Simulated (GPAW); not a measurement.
Consider Al2O3 (Corundum, R-3c).

```
Al O
1.0
     2.38025    1.37424    4.33187
    -2.38025    1.37424    4.33187
     0.00000   -2.74848    4.33187
Al O
4 6
Direct
  0.85216 0.85216 0.85216
  0.64784 0.64784 0.64784
  0.14784 0.14784 0.14784
  0.35216 0.35216 0.35216
  0.05668 0.75000 0.44332
  0.75000 0.44332 0.05668
  0.44332 0.05668 0.75000
  0.94332 0.25000 0.55668
  0.25000 0.55668 0.94332
  0.55668 0.94332 0.25000
```

Absorber: atom 1, with 3 O at 1.85 Å and 3 O at 1.97 Å (distorted octahedral, site symmetry 3). Method: GPAW, revPBE, full core hole (charged cell), 10-atom cell with 4.8 Å between holes, 7×7×7 k points, dipole transitions, Gaussian full width 0.9 eV up to 4 eV, rising linearly to 3.5 eV at 25 eV.

What does the Al K edge look like?

Main maxima up to 24 eV above the zero (height): 4.2 eV (3.46), 8.6 eV (1.88) and 12.1 eV (0.72). A K edge sees empty p states on the absorber. The total-energy difference plus the lowest empty eigenvalue puts the zero at 1575.17 eV. One term is added: -13.99 eV, since the hole is spin-paired here and a spin-polarised one costs that much less in the free atom (computed apart). The photon energy is then 1561.18 eV. The tabulated edge of the element is 1559 eV. The functional and the charged cell's background leave an error of a few eV in such absolute values.

The Al K spectrum (energy from the lowest empty level; intensity scaled to a mean of 1 over the first 20 eV; polarised curves are means over the symmetry-equivalent atoms):

| E (eV) | isotropic | ε ⊥ c | ε ∥ c |
| --- | --- | --- | --- |
| -2.0 | 0.00 | 0.00 | 0.00 |
| -1.4 | 0.00 | 0.00 | 0.00 |
| -0.8 | 0.00 | 0.00 | 0.00 |
| -0.2 | 0.00 | 0.00 | 0.00 |
| 0.4 | 0.00 | 0.00 | 0.00 |
| 1.0 | 0.01 | 0.01 | 0.02 |
| 1.6 | 0.03 | 0.03 | 0.05 |
| 2.2 | 0.03 | 0.02 | 0.05 |
| 2.8 | 0.34 | 0.27 | 0.46 |
| 3.4 | 1.99 | 1.85 | 2.28 |
| 4.0 | 3.37 | 2.81 | 4.50 |
| 4.6 | 3.27 | 2.91 | 3.97 |
| 5.2 | 2.53 | 2.75 | 2.10 |
| 5.8 | 1.74 | 1.96 | 1.31 |
| 6.4 | 1.44 | 1.61 | 1.11 |
| 7.0 | 1.50 | 1.63 | 1.25 |
| 7.6 | 1.62 | 1.62 | 1.60 |
| 8.2 | 1.80 | 1.80 | 1.78 |
| 8.8 | 1.85 | 1.87 | 1.81 |
| 9.4 | 1.41 | 1.36 | 1.50 |
| 10.0 | 0.86 | 0.80 | 0.97 |
| 10.6 | 0.62 | 0.67 | 0.52 |
| 11.2 | 0.64 | 0.80 | 0.31 |
| 11.8 | 0.71 | 0.92 | 0.28 |
| 12.4 | 0.70 | 0.91 | 0.30 |
| 13.0 | 0.64 | 0.79 | 0.34 |
| 13.6 | 0.58 | 0.67 | 0.40 |
| 14.2 | 0.58 | 0.62 | 0.51 |
| 14.8 | 0.60 | 0.60 | 0.62 |
| 15.4 | 0.61 | 0.57 | 0.70 |
| 16.0 | 0.60 | 0.53 | 0.74 |
| 16.6 | 0.58 | 0.50 | 0.74 |
| 17.2 | 0.55 | 0.46 | 0.72 |
| 17.8 | 0.51 | 0.43 | 0.69 |
| 18.4 | 0.49 | 0.40 | 0.65 |
| 19.0 | 0.46 | 0.39 | 0.61 |
| 19.6 | 0.44 | 0.39 | 0.56 |
| 20.2 | 0.43 | 0.39 | 0.51 |
| 20.8 | 0.43 | 0.41 | 0.47 |
| 21.4 | 0.44 | 0.43 | 0.45 |
| 22.0 | 0.45 | 0.45 | 0.45 |
| 22.6 | 0.47 | 0.47 | 0.45 |
| 23.2 | 0.48 | 0.49 | 0.45 |
| 23.8 | 0.47 | 0.49 | 0.44 |
| 24.4 | 0.47 | 0.49 | 0.41 |
| 25.0 | 0.45 | 0.49 | 0.39 |
| 25.6 | 0.44 | 0.48 | 0.36 |
| 26.2 | 0.43 | 0.48 | 0.34 |
| 26.8 | 0.43 | 0.48 | 0.32 |
| 27.4 | 0.42 | 0.48 | 0.30 |

The holes are only 4.8 Å apart, so the shape is probably not converged with cell size; no larger cell was run here. The mesh is coarse (0.26 Å⁻¹ between points), so small maxima may be mesh ripples. Lifetime broadening is put in by hand, and intensities beyond about 20 eV depend on it and on the partial waves; weight that the partial waves miss at high energy is lost. The structure is a published determination, not relaxed.

[Banner, clock and machine lines of the logs are left out without a mark of their own.]

[Logs are printed without paths, hosts, clocks, repeated set-up lines and the standing remarks that a program may print on its own settings, such as how far it seeks lower states.]

[Hosts, paths, dates, database ids (printed as entryN), source tags and the programs' standing remarks are cut or masked in the printed files.]

[Lists of maxima count a maximum above −3 eV only where it reaches 4 % of the highest in the window and stands out from its surroundings by 2 % of it (1.5 % where it reaches 55 %); shoulders and weaker maxima are passed over, and of the rest the first, up to two pre-edge ones and the few strongest are named.]
